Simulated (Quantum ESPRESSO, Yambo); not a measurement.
An input for Quantum ESPRESSO 7.5 (ZrS2 (1T monolayer)):

```
&control
  calculation = 'nscf'
  prefix = 'x'
  outdir = 'o'
  pseudo_dir = 'pseudo'
/
&system
  ibrav = 0
  nat = 3
  ntyp = 2
  ecutwfc = 58.0
  nbnd = 141
  force_symmorphic = .true.
/
&electrons
  conv_thr = 1e-9
  electron_maxstep = 80
  diago_full_acc = .true.
  diago_thr_init = 5e-6
/
ATOMIC_SPECIES
  Zr 91.224 Zr.upf
  S 32.06 S.upf
CELL_PARAMETERS angstrom
  3.6856801499 0.0000000000 0.0000000000
  -1.8428400750 3.1918926401 0.0000000000
  0.0000000000 0.0000000000 16.0000000000
ATOMIC_POSITIONS crystal
  Zr 0.0000000000 0.0000000000 0.5000000000
  S 0.3333333333 0.6666666667 0.5905314995
  S 0.6666666667 0.3333333333 0.4094685005
K_POINTS automatic
  6 6 1 0 0 0
```

```sh
OMP_NUM_THREADS=1 mpirun -n 4 pw.x -nk 4 -in pw.in > pw.out
```

Question: Estimate wall time and host memory on 4 MPI ranks of Arm Neoverse V1, shared host.

It took 30 s; on shared hardware allow 15 s to 61 s. Peak host memory was 0.71 GiB.

[Paths, hosts, dates, memory and timing lines, banners, echoed tables and standing remarks are left out of the program output.]

[Logs are printed without paths, hosts, clocks, repeated set-up lines and the standing remarks that a program may print on its own settings, such as how far it seeks lower states.]

[Runs of the session that timed out or met a known fault of the program may be left out.]

[Hosts, paths, dates, database ids (printed as entryN), source tags and the programs' standing remarks are cut or masked in the printed files.]
